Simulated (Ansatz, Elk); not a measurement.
# AlGePb: X-ray structure factors from the self-consistent density, part 2 of 2

The structure of AlGePb used here is made up (a known structure type with other elements) and was relaxed beforehand with PBEsol. The aim is the Fourier transform of its all-electron density, F(hkl), set beside the sum over free spherical atoms that refinements use.

Elk 11.2.3 (patched build); all-electron DFT.

So far: Set-up; Ground state and structure factors; The highest occupied states alone.

The structure was built from a prototype and need not be the compound's stable phase.

## Step 4: Another functional

Level of this step: DFT, PBEsol, all-electron APW+lo, Dirac cores, scalar-relativistic bands, static density, no spin (Elk).

The difference from free atoms is small, so it is set against the change that PBEsol makes.

The input, elk.in:

```
tasks
  0
  195

xctype
  22

spinpol
  .false.

rgkmax
  7.0

gmaxvr
  14.0

lmaxo
  7

lmaxapw
  8

swidth
  0.002

tshift
  .false.

ramdisk
  .false.

hmaxvr
  5.5

maxscl
  120

epspot
  1e-06

sppath
  './'

avec
  8.10633615808 0.00000000000 0.00000000000
  -4.05316807904 7.02029304451 0.00000000000
  0.00000000000 0.00000000000 8.39819852740

atoms
  3
  'Pb.in'
  1
  0.0000000000 0.0000000000 0.0000000000   0.000000 0.000000 0.000000
  'Ge.in'
  1
  0.3333333333 0.6666666667 0.5000000000   0.000000 0.000000 0.000000
  'Al.in'
  1
  0.6666666667 0.3333333333 0.5000000000   0.000000 0.000000 0.000000

ngridk
  6 6 5
```

Run with:

```bash
OMP_NUM_THREADS=4 elk
```

Numbers of over 12 decimals in the logs are rounded to 6 here.

Log:

```text
┌─────────────────────────┐
│ Elk code version 11.2.3 │
└─────────────────────────┘

All units are atomic (Hartree, Bohr, etc.)

┌─────────────────────────────────────────────────┐
│ Ground-state run starting from atomic densities │
└─────────────────────────────────────────────────┘

Lattice vectors :
   8.106336158       0.000000000       0.000000000
  -4.053168079       7.020293045       0.000000000
   0.000000000       0.000000000       8.398198527

Reciprocal lattice vectors :
  0.7750955777      0.4475016404      -0.000000000
[...]
species : 3 (Al)
   atom 1                    :    11.21326275     (  0.4792995292E-03)
 total in muffin-tins        :    122.0837973
 total calculated charge     :    126.9978419
 total charge                :    127.0000000
 error                       :   0.2158114455E-02

┌──────────────────────────────┐
│ Self-consistent loop stopped │
└──────────────────────────────┘

Warning : core states of species 1 leak from the muffin-tin :   0.1182602056E-02

Warning : core states of species 2 leak from the muffin-tin :   0.3421786139E-03

Warning : core states of species 3 leak from the muffin-tin :   0.4792995292E-03

Wrote STATE.OUT
[key lines of the parts left out:]
total energy                :     -23262.951246103
```

The job ended after 22 s (4 threads of Intel Xeon Platinum 8259CL at 2.50GHz (Skylake/Cascade Lake), shared host; peak memory 0.16 GiB).

Against the first run R = 0.01 %; the largest change is -0.015 at 300.

## Step 5: Basis size

The basis and the expansions that go with it are enlarged, to see whether the differences are converged.

Edit elk.in of step 4 so:

```diff
@@ -5,3 +5,3 @@
 xctype
-  22
+  20
 
@@ -11,12 +11,12 @@
 rgkmax
-  7.0
+  8.5
 
 gmaxvr
-  14.0
+  18.0
 
 lmaxo
-  7
+  9
 
 lmaxapw
-  8
+  10
```

Run with:

```bash
OMP_NUM_THREADS=4 elk
```

Log:

```text
┌─────────────────────────┐
│ Elk code version 11.2.3 │
└─────────────────────────┘

All units are atomic (Hartree, Bohr, etc.)

┌─────────────────────────────────────────────────┐
│ Ground-state run starting from atomic densities │
└─────────────────────────────────────────────────┘

Lattice vectors :
   8.106336158       0.000000000       0.000000000
  -4.053168079       7.020293045       0.000000000
   0.000000000       0.000000000       8.398198527

Reciprocal lattice vectors :
  0.7750955777      0.4475016404      -0.000000000
[...]
species : 3 (Al)
   atom 1                    :    11.22025016     (  0.4697060405E-03)
 total in muffin-tins        :    122.0940330
 total calculated charge     :    126.9980102
 total charge                :    127.0000000
 error                       :   0.1989823613E-02

┌──────────────────────────────┐
│ Self-consistent loop stopped │
└──────────────────────────────┘

Warning : core states of species 1 leak from the muffin-tin :   0.1174999178E-02

Warning : core states of species 2 leak from the muffin-tin :   0.3372488512E-03

Warning : core states of species 3 leak from the muffin-tin :   0.4697060405E-03

Wrote STATE.OUT
[key lines of the parts left out:]
total energy                :     -23270.564399476
```

Elapsed: 50 s, on 4 threads; peak memory 0.29 GiB.

Against the first run R = 0.00 %; the largest change is -0.005 at 300.

## Step 6: A coarser k-mesh

About half the k-points along each axis test the sampling.

Edit elk.in of step 5 so:

```diff
@@ -11,12 +11,12 @@
 rgkmax
-  8.5
+  7.0
 
 gmaxvr
-  18.0
+  14.0
 
 lmaxo
-  9
+  7
 
 lmaxapw
-  10
+  8
 
@@ -61,2 +61,2 @@
 ngridk
-  6 6 5
+  3 3 2
```

Run with:

```bash
OMP_NUM_THREADS=4 elk
```

Log:

```text
┌─────────────────────────┐
│ Elk code version 11.2.3 │
└─────────────────────────┘

All units are atomic (Hartree, Bohr, etc.)

┌─────────────────────────────────────────────────┐
│ Ground-state run starting from atomic densities │
└─────────────────────────────────────────────────┘

Lattice vectors :
   8.106336158       0.000000000       0.000000000
  -4.053168079       7.020293045       0.000000000
   0.000000000       0.000000000       8.398198527

Reciprocal lattice vectors :
  0.7750955777      0.4475016404      -0.000000000
[...]
species : 3 (Al)
   atom 1                    :    11.24263532     (  0.4719853912E-03)
 total in muffin-tins        :    122.1077938
 total calculated charge     :    126.9978647
 total charge                :    127.0000000
 error                       :   0.2135336453E-02

┌──────────────────────────────┐
│ Self-consistent loop stopped │
└──────────────────────────────┘

Warning : core states of species 1 leak from the muffin-tin :   0.1171543093E-02

Warning : core states of species 2 leak from the muffin-tin :   0.3383576187E-03

Warning : core states of species 3 leak from the muffin-tin :   0.4719853912E-03

Wrote STATE.OUT
[key lines of the parts left out:]
total energy                :     -23270.538066522
```

Wall time 17 s (4 threads); peak memory 0.16 GiB.

Against the first run R = 0.01 %; the largest change is -0.177 at 001.

## Step 7: Settings against the effect

```csv
run,R against the first run (%),"R against neutral atoms, low angle (%)",wall time
"PBE, rgkmax 7",0.00,0.24,24 s
PBEsol,0.01,0.24,22 s
rgkmax 8.5 with larger expansions,0.00,0.24,50 s
k-mesh 3×3×2,0.01,0.27,17 s
```

## Step 8: Summary of results

```
R against neutral atoms, sin θ/λ < 0.3 Å⁻¹ : 0.24 %
R against neutral atoms, 0.3 to 0.83 Å⁻¹   : 0.07 %
```

What this shows: Independent neutral atoms miss the calculated amplitudes by R = 0.24 % below 0.3 Å⁻¹ and 0.07 % from there to 0.83 Å⁻¹; by shells, 0.42 % below 0.15 Å⁻¹ (2 forms), 0.22 % 0.15 to 0.3 (7 forms), 0.07 % 0.3 to 0.45 (11 forms), 0.07 % above 0.45 (75 forms). Bonding, aspherical density and the tables' own atoms all enter these figures, and the runs don't part them. The largest change of an amplitude is -0.37 electrons, at 001. R counts amplitudes alone; phases shift too. The window's part falls from 11.0 electrons at the origin to at most 0.20 between 0.45 and 0.83 Å⁻¹. Below 0.3 Å⁻¹ the changes that finished (PBEsol, rgkmax 8.5 with larger expansions and k-mesh 3×3×2) move F by R = 0.04 % at most, against the 0.24 % that separates it from free atoms. A single amplitude moves by up to 0.18 electrons, against 0.37 for the largest difference from free atoms. Spin-orbit coupling is left out, which can matter for elements this heavy. Part of the difference isn't bonding: the tables are fits to free atoms and ions calculated by other methods than this functional. Thermal motion, anomalous dispersion and extinction are left out.

[Logs are printed without paths, hosts, clocks, repeated set-up lines and the standing remarks that a program may print on its own settings, such as how far it seeks lower states.]

[Hosts, paths, dates, database ids (printed as entryN), source tags and the programs' standing remarks are cut or masked in the printed files.]
